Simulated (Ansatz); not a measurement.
# Lu2BrClO2: complex band structure, part 2 of 3

Aim: relax a made-up compound, Lu2BrClO2, and see how good a tunnel barrier it would be. It is built by putting Lu for La in the La2BrClO2 structure of space group P4mm, with the volume rescaled by atomic radii. The parent structure comes from the Materials Project.

Ansatz 0.2.0; r2SCAN DFT, plane waves, PAW files (the session's first sound run).

So far, gap on the k-mesh (eV): step 3 (band edges) 5.03.

The structure was built from a prototype and need not be the compound's stable phase.

**4. Complex bands**

This step: r2SCAN DFT, plane waves, PAW files; complex bands by layer matching along the plane's normal (Ansatz 0.2.0).

The same crystal is laid in a cell whose first two vectors span the (110) plane (indices of the standard conventional cell, whose axes can be ordered otherwise than in the bulk input). At fixed energy and wavevector in the plane the solver finds all kz, real and complex. A few wavevectors are listed, (0, 0) and (0.5, 0) in units of the plane's reciprocal vectors; the slowest state needn't be among them.

Contents of input.yaml:

```yaml
crystal:
  lattice:
    - [8.204160478, 0.0, 0.0]
    - [0.0, 5.277241489, 0.0]
    - [0.0, 2.638620744, 2.638620744]
  atoms:
    - { symbol: Lu, position: [0.1318401533, 0.0, 0.0] }
    - { symbol: Lu, position: [0.8596820512, 0.5, 0.0] }
    - { symbol: Br, position: [0.3338520782, 0.5, 0.0] }
    - { symbol: Cl, position: [0.6818974439, 0.0, 0.0] }
    - { symbol: O, position: [0.9963641367, 0.0, 0.5] }
    - { symbol: O, position: [0.9963641367, 0.5, 0.5] }
kpoints:
  mp_grid: { grid: [4, 8, 8] }
scf:
  occupations: { method: fixed }
hamiltonian:
  xc: r2scan
output:
  eigenvalues: true
  transmission:
    leads: [[0, 0]]
    kpoints: [[0.0, 0.0], [0.5, 0.0]]
    e_range: [-1.0, 6.03]
    de: 0.18
```

The run is started by

```
> ansatz run input.yaml --threads 2 --pin off --max-ram 4096MiB --backend cpu --events-out ev --progress --plain --runs-dir out
```

Numbers of over 12 decimals in the logs are rounded to 6 here.

What it wrote:

```text
[...]
Crystal: 6 atoms, lattice volume = 114.240 Å³
Basis set: ecut = 500 eV, 2925 PW (Γ), exchange–correlation on 240×160×120 points (64 copies of the dense FFT grid, shifted against one another)
Bands: 46, of which v1, the nominal top of the filled ones, is band 38 counted from 1 (37 counted from 0)
Symmetry: 8 space group operations
[...]
k-points: 45 of 256 (time reversal used)
[...]
SCF iter   1: F=—  HF=-34515.068471 eV  |F-HF|=—  |Δ(HF+E_count)|=         —  Δρ=8.42e-3  dr2=5.59e-2  dr2_τ=1.94e-1  ethr=1.77e-3  ⟨swp⟩=4.8  Hψ=7611  notcnv=0  defer=256
[...]
SCF iter   9: F=-34515.142695 eV  HF=-34515.142695 eV  |F-HF|=1.22e-8  |Δ(HF+E_count)|=   4.42e-8  Δρ=5.53e-6  dr2=4.43e-8  dr2_τ=2.67e-9  ethr=1.32e-10  ⟨swp⟩=10.1  Hψ=8732  notcnv=0
SCF 1 converged in 9 iterations: F = -34515.142695 eV  dr2 = 4.43e-8
[...]
transmission: 5 of 10 steps passed
transmission: 10 of 10 steps passed
SCF converged after 9 iterations
Free energy (F): -34515.142695 eV
[...]
Internal energy: -34515.142695 eV  (E = F + TS)
E sigma→0 (E₀):  -34515.142695 eV
Fermi energy:    7.659686 eV
[...]
--- Band table (eV; the first three rows and the last of 45) ---
  k-point 0: bands = [... 34 lower, 6.9563, 7.5977, 7.6597, 7.6597, 12.6856, 12.8938, 13.9174, 14.1880, ... 4 higher]
  k-point 1: bands = [... 34 lower, 6.8150, 7.0054, 7.4667, 7.6048, 13.2827, 13.6757, 14.4117, 14.4972, ... 4 higher]
  k-point 2: bands = [... 34 lower, 6.6398, 6.7021, 7.1777, 7.5695, 13.5698, 13.6963, 15.0351, 15.3200, ... 4 higher]
  k-point 44: bands = [... 34 lower, 6.6754, 6.8778, 7.0751, 7.4655, 13.9301, 14.0727, 14.4966, 14.6236, ... 4 higher]
--- Transmission ---
  basis      : 451 plane waves across, 5 finite elements along
  points     : 2, as listed
  energies   : 40 from -1.000000 to 6.020000 eV about the Fermi level, 0.180000 eV apart; the leads are filled to 2.512938 eV, and channels, transmission and decay are at 2.600000 eV
  crystal 0  : Lu2Br1Cl1O2, at the sites [0, 0], period 2.6386 Å: whole cells are its period
    offset         : up to 0.0000 Å between an atom of the period and one for which it stands
    channels       : 0.000000e0 a spin
    conductance    : none, the energies end too early or step too widely for 300 K: set another output.transmission.e_range or a lower de, or, where they end at an eighth of basis.ecutwfc, a higher one
    slowest decay  : 0.3333 /Å at (0.0000, 0.0000)
```

Run time: 2.8 min. Hardware: 2 threads of Intel Xeon 6975P-C (Granite Rapids), shared host; peak memory 1.7 GiB.

This step gave:

```
free energy                                               : -34515.1427 eV
level to which the leads are filled                       : 2.513 eV from the Fermi level
decay constant at the filling level, zone centre          : 0.3333 Å⁻¹
decay constant at the filling level, slowest listed point : 0.3333 Å⁻¹
```

K parallel (0, 0); values up to 1.5 1/Å, a degenerate pair printed once or twice; energies at which all values exceed this have no row. Im kz of the slowest decaying states against energy, zero at the highest filled level on the SCF mesh:

```
energy (eV)  decay 1 (Å⁻¹)  decay 2 (Å⁻¹)  decay 3 (Å⁻¹)  decay 4 (Å⁻¹)
      -1.00          0.167          0.270          0.346          0.456
      -0.64          0.137          0.178          0.181          0.255
      -0.28          0.118          0.296          0.384          0.415
       0.08         0.0903          0.235          0.271          0.302
       0.44          0.198          0.349          0.391          0.394
       0.80          0.252          0.402          0.410          0.451
       1.16          0.287          0.420          0.441          0.482
       1.52          0.310          0.425          0.471          0.501
       1.88          0.325          0.424          0.494          0.506
       2.24          0.332          0.418          0.502          0.511
       2.60          0.333          0.407          0.493          0.513
       2.78          0.332          0.400          0.488          0.510
       3.14          0.324          0.382          0.473          0.501
       3.50          0.310          0.357          0.454          0.488
       3.86          0.289          0.325          0.430          0.469
       4.22          0.259          0.281          0.400          0.446
       4.58          0.216          0.218          0.361          0.416
       4.94         0.1000          0.152          0.308          0.379
       5.30          0.223          0.323          0.333          0.450
       5.66          0.127          0.151          0.271          0.400
       6.02         0.0265          0.173          0.176          0.306
```

K parallel (0.5, 0); values up to 1.5 1/Å, a degenerate pair printed once or twice; energies at which all values exceed this have no row. The Im kz of the slowest decaying states by energy, zero at the highest filled level on the SCF mesh:

```
energy (eV)  decay 1 (Å⁻¹)  decay 2 (Å⁻¹)  decay 3 (Å⁻¹)  decay 4 (Å⁻¹)
      -1.00          0.114          0.245          0.262          0.299
      -0.64         0.0774          0.186          0.245          0.313
      -0.46          0.158          0.257          0.317          0.328
      -0.10          0.136          0.216          0.318          0.362
       0.08          0.178          0.275          0.283          0.376
       0.44          0.281          0.354          0.397          0.399
       0.62          0.309          0.383          0.408          0.428
       0.98          0.346          0.422          0.429          0.471
       1.16          0.359          0.427          0.448          0.487
       1.52          0.376          0.435          0.478          0.510
       1.88          0.385          0.440          0.502          0.524
       2.06          0.386          0.440          0.512          0.528
       2.42          0.385          0.439          0.528          0.532
       2.60          0.383          0.437          0.532          0.534
       2.96          0.373          0.429          0.528          0.543
       3.14          0.367          0.424          0.525          0.547
       3.50          0.349          0.408          0.514          0.551
       3.86          0.325          0.386          0.498          0.547
       4.04          0.311          0.373          0.488          0.529
       4.40          0.274          0.339          0.464          0.489
       4.58          0.250          0.317          0.449          0.465
       4.94          0.184          0.263          0.410          0.415
       5.12          0.131          0.227          0.376          0.395
       5.48          0.109          0.278          0.340          0.345
       5.66          0.251          0.282          0.314          0.399
       6.02          0.228          0.233          0.241          0.332
```

At the listed wavevectors the last open channel is at -0.10 eV and the next at +5.12 eV on the grid. At +2.60 eV, the grid energy nearest the filling level (the middle of the gap on the SCF mesh), the slowest state at the listed wavevectors decays with κ = 0.333 Å⁻¹, its amplitude falling by e over 3.0 Å. Through 1 nm of this crystal that state's transmission falls by exp(−2 × 0.333 Å⁻¹ × 10 Å) = 0.0013.

**5. Band edges at another level, cutoff 1380 eV**

This step: r2SCAN DFT, plane waves, JTH PAW files (Ansatz 0.2.0).

The edges again with JTH files, at the same atoms. Against that run the cutoff is 1380 eV against 500.

Contents of input.yaml:

```yaml
crystal:
  lattice:
    - [3.7315732425, 0.0, 0.0]
    - [0.0, 3.7315732425, 0.0]
    - [0.0, 0.0, 8.2041604778]
  atoms:
    - { symbol: Lu, position: [0.0, 0.0, 0.1318401533] }
    - { symbol: Lu, position: [0.5, 0.5, 0.8596820512] }
    - { symbol: Br, position: [0.5, 0.5, 0.3338520782] }
    - { symbol: Cl, position: [0.0, 0.0, 0.6818974439] }
    - { symbol: O, position: [0.5, 0.0, 0.9963641367] }
    - { symbol: O, position: [0.0, 0.5, 0.9963641367] }
kpoints:
  mp_grid: { grid: [6, 6, 4] }
  band_path: { path: [VBM, CBM], npoints: 30 }
scf:
  occupations: { method: fixed }
hamiltonian:
  xc: r2scan
  pseudopotentials: { kind: paw, source: jth }
output:
  eigenvalues: true
```

What it wrote:

```text
Warning: <dir> the checks of this Lu dataset prove no rule for summing its radial tables, as where they were carried onto another mesh than they were made on, and Gregory's rule is taken, under which a leading mesh point left out moves its sums only by what lay on the interval it spanned. That does not make them correct, and they differ from Quantum ESPRESSO's on this file; a re-export a fraction of a mesh step off can move them. hamiltonian.pseudopotentials.radial_quadrature: simpson_from_first_knot sums it by `pw.x`'s rule; on a PAW file no value gives `pw.x`'s numbers. What more to know: hamiltonian.pseudopotentials.radial_quadrature, in the input reference
Warning: <dir> the checks of this Br dataset prove no rule for summing its radial tables, as where they were carried onto another mesh than they were made on, and Gregory's rule is taken, under which a leading mesh point left out moves its sums only by what lay on the interval it spanned. That does not make them correct, and they differ from Quantum ESPRESSO's on this file; a re-export a fraction of a mesh step off can move them. hamiltonian.pseudopotentials.radial_quadrature: simpson_from_first_knot sums it by `pw.x`'s rule; on a PAW file no value gives `pw.x`'s numbers. What more to know: hamiltonian.pseudopotentials.radial_quadrature, in the input reference
Warning: <dir> the checks of this Cl dataset prove no rule for summing its radial tables, as where they were carried onto another mesh than they were made on, and Gregory's rule is taken, under which a leading mesh point left out moves its sums only by what lay on the interval it spanned. That does not make them correct, and they differ from Quantum ESPRESSO's on this file; a re-export a fraction of a mesh step off can move them. hamiltonian.pseudopotentials.radial_quadrature: simpson_from_first_knot sums it by `pw.x`'s rule; on a PAW file no value gives `pw.x`'s numbers. What more to know: hamiltonian.pseudopotentials.radial_quadrature, in the input reference
Warning: <dir> the checks of this O dataset prove no rule for summing its radial tables, as where they were carried onto another mesh than they were made on, and Gregory's rule is taken, under which a leading mesh point left out moves its sums only by what lay on the interval it spanned. That does not make them correct, and they differ from Quantum ESPRESSO's on this file; a re-export a fraction of a mesh step off can move them. hamiltonian.pseudopotentials.radial_quadrature: simpson_from_first_knot sums it by `pw.x`'s rule; on a PAW file no value gives `pw.x`'s numbers. What more to know: hamiltonian.pseudopotentials.radial_quadrature, in the input reference
[...]
Crystal: 6 atoms, lattice volume = 114.240 Å³
Basis set: ecut = 1380 eV, 13329 PW (Γ), exchange–correlation on 240×240×500 points (64 copies of the dense FFT grid, shifted against one another)
Bands: 46, of which v1, the nominal top of the filled ones, is band 38 counted from 1 (37 counted from 0)
Symmetry: 8 space group operations
[...]
k-points: 30 of 144 (time reversal used)
[...]
SCF iter   1: F=—  HF=-34447.130243 eV  |F-HF|=—  |Δ(HF+E_count)|=         —  Δρ=9.07e-2  dr2=3.42e1  dr2_τ=9.95e-1  ethr=3.10e-3  ⟨swp⟩=6.0  Hψ=6566  notcnv=0  defer=164
[...]
SCF iter  14: F=-34440.357166 eV  HF=-34440.357166 eV  |F-HF|=2.38e-9  |Δ(HF+E_count)|=   3.45e-8  Δρ=3.03e-6  dr2=1.86e-8  dr2_τ=5.39e-10  ethr=8.20e-11  ⟨swp⟩=3.1  Hψ=3707  notcnv=0
SCF 1 converged in 14 iterations: F = -34440.357166 eV  dr2 = 1.86e-8
[...]
SCF converged after 14 iterations
Free energy (F): -34440.357166 eV
[...]
Internal energy: -34440.357166 eV  (E = F + TS)
E sigma→0 (E₀):  -34440.357166 eV
Fermi energy:    9.093614 eV
[...]
--- Band table (eV; the first three rows and the last of 30) ---
  k-point 0: bands = [... 34 lower, 8.4053, 9.0341, 9.0936, 9.0936, 14.0805, 14.2825, 15.4256, 15.5796, ... 4 higher]
  k-point 1: bands = [... 34 lower, 8.4482, 8.7469, 9.0626, 9.0626, 14.1799, 14.4845, 15.4932, 15.5817, ... 4 higher]
  k-point 2: bands = [... 34 lower, 8.4943, 8.4943, 9.0275, 9.0275, 14.3344, 14.6297, 15.5709, 15.5838, ... 4 higher]
  k-point 29: bands = [... 34 lower, 8.2533, 8.4480, 8.7972, 8.8129, 14.6820, 14.9919, 16.1675, 16.2833, ... 4 higher]
```

Elapsed: 3 min, on 2 threads; peak memory 2.4 GiB; 5.7 min of CPU time.

This step gave:

```yaml
free_energy: -34440.3572 eV
fermi_energy: 9.094 eV
gap_on_the_k_mesh: 4.987 eV
gap_on_path: 4.987 eV, by band count; negative where bands overlap
direct_gap_on_path: 4.987 eV
```

Levels at VBM (eV): -4.10, -3.51, -3.51, -2.93, -2.49, -2.47, -2.47, -2.22, -2.21, -2.21, -2.18, -2.13, -2.13, -2.12, -2.09, -2.06, -2.06, -1.97, -1.91, -1.37, -1.37, -0.69, -0.69, -0.06, 0.00, 0.00, 4.99, 5.19, 6.33, 6.49, 7.34.

The searched edges give 4.99 eV, as on the mesh.

**6. Complex bands at another level**

This step: r2SCAN DFT, plane waves, JTH PAW files; complex bands by layer matching along the plane's normal (Ansatz 0.2.0).

The complex bands at that level, over its own gap, at (0, 0) and (0.5, 0).

Contents of input.yaml:

```yaml
crystal:
  lattice:
    - [8.204160478, 0.0, 0.0]
    - [0.0, 5.277241489, 0.0]
    - [0.0, 2.638620744, 2.638620744]
  atoms:
    - { symbol: Lu, position: [0.1318401533, 0.0, 0.0] }
    - { symbol: Lu, position: [0.8596820512, 0.5, 0.0] }
    - { symbol: Br, position: [0.3338520782, 0.5, 0.0] }
    - { symbol: Cl, position: [0.6818974439, 0.0, 0.0] }
    - { symbol: O, position: [0.9963641367, 0.0, 0.5] }
    - { symbol: O, position: [0.9963641367, 0.5, 0.5] }
kpoints:
  mp_grid: { grid: [4, 8, 8] }
scf:
  occupations: { method: fixed }
hamiltonian:
  xc: r2scan
  pseudopotentials: { kind: paw, source: jth }
output:
  eigenvalues: true
  transmission:
    leads: [[0, 0]]
    kpoints: [[0.0, 0.0], [0.5, 0.0]]
    e_range: [-1.0, 5.99]
    de: 0.17
```

What it wrote:

```text
Warning: <dir> the checks of this Lu dataset prove no rule for summing its radial tables, as where they were carried onto another mesh than they were made on, and Gregory's rule is taken, under which a leading mesh point left out moves its sums only by what lay on the interval it spanned. That does not make them correct, and they differ from Quantum ESPRESSO's on this file; a re-export a fraction of a mesh step off can move them. hamiltonian.pseudopotentials.radial_quadrature: simpson_from_first_knot sums it by `pw.x`'s rule; on a PAW file no value gives `pw.x`'s numbers. What more to know: hamiltonian.pseudopotentials.radial_quadrature, in the input reference
Warning: <dir> the checks of this Br dataset prove no rule for summing its radial tables, as where they were carried onto another mesh than they were made on, and Gregory's rule is taken, under which a leading mesh point left out moves its sums only by what lay on the interval it spanned. That does not make them correct, and they differ from Quantum ESPRESSO's on this file; a re-export a fraction of a mesh step off can move them. hamiltonian.pseudopotentials.radial_quadrature: simpson_from_first_knot sums it by `pw.x`'s rule; on a PAW file no value gives `pw.x`'s numbers. What more to know: hamiltonian.pseudopotentials.radial_quadrature, in the input reference
Warning: <dir> the checks of this Cl dataset prove no rule for summing its radial tables, as where they were carried onto another mesh than they were made on, and Gregory's rule is taken, under which a leading mesh point left out moves its sums only by what lay on the interval it spanned. That does not make them correct, and they differ from Quantum ESPRESSO's on this file; a re-export a fraction of a mesh step off can move them. hamiltonian.pseudopotentials.radial_quadrature: simpson_from_first_knot sums it by `pw.x`'s rule; on a PAW file no value gives `pw.x`'s numbers. What more to know: hamiltonian.pseudopotentials.radial_quadrature, in the input reference
Warning: <dir> the checks of this O dataset prove no rule for summing its radial tables, as where they were carried onto another mesh than they were made on, and Gregory's rule is taken, under which a leading mesh point left out moves its sums only by what lay on the interval it spanned. That does not make them correct, and they differ from Quantum ESPRESSO's on this file; a re-export a fraction of a mesh step off can move them. hamiltonian.pseudopotentials.radial_quadrature: simpson_from_first_knot sums it by `pw.x`'s rule; on a PAW file no value gives `pw.x`'s numbers. What more to know: hamiltonian.pseudopotentials.radial_quadrature, in the input reference
Engine: ansatz 0.2.0, x86_64-unknown-linux-gnu
Pseudopotentials: kind: paw
Pseudopotential: Lu, paw, valence charge 25, recommended cutoff 1290 eV (normal), Lu.paw.azcp
Pseudopotential: Br, paw, valence charge 7, recommended cutoff 300 eV (normal), Br.paw.azcp
Pseudopotential: Cl, paw, valence charge 7, recommended cutoff 930 eV (normal), Cl.paw.azcp
Pseudopotential: O, paw, valence charge 6, recommended cutoff 1380 eV (normal), O.paw.azcp
Functional definition: r2SCAN
  parameter k0 = 0.174
  parameter k1 = 0.065
  parameter a1 = 4.9479
  exchange = r2scan_x(k0 = k0, k1 = k1, a1 = a1)
  correlation = r2scan_c
Error: memory limit exceeded: the `transmission` phase of `transmission` needs 10.55 GiB against the run's memory maximum of 4.00 GiB; largest carriers: transmission 8.58 GiB, source scf tables 1.65 GiB, unmodelled-tail allowance 0.30 GiB, source scf state 0.01 GiB; this run sums exchange and correlation above basis.xc_grid: 1 (its plan line states the level, which a resume's fixed deck keeps): xc box scratch, where  [...]
with nothing else changed it takes a maximum of at least 10.55 GiB, with nothing to spare, and 11.60 GiB leaves up to a tenth: --max-ram 11.60GiB where that set the maximum, else more of the term that did, and with no share typed, where 11.60 GiB is over 0.88 of the host's memory or its container's limit, a share of 0.88 or more that holds the maximum too (--max-ram-frac F), where one does; The budget is ten eleventh [...]
`transmission` follows the SCF: where the deck gives it k-points, a mesh or a band count of its own, those are what to reduce (not on a resume, whose deck is fixed)
```

It took 0.67 s on 2 threads; peak memory 0.29 GiB.

The input was rejected at the start.

The program's message: “Error: memory limit exceeded: the `transmission` phase of `transmission` needs 10.55 GiB against the run's memory maximum of 4.00 GiB; largest carriers: transmission 8.58 GiB, source scf tables 1.65 G …”

(Continued in part 3 of 3.)

[Logs are printed without paths, hosts, clocks, repeated set-up lines and the standing remarks that a program may print on its own settings, such as how far it seeks lower states.]

[Hosts, paths, dates, database ids (printed as entryN), source tags and the programs' standing remarks are cut or masked in the printed files.]
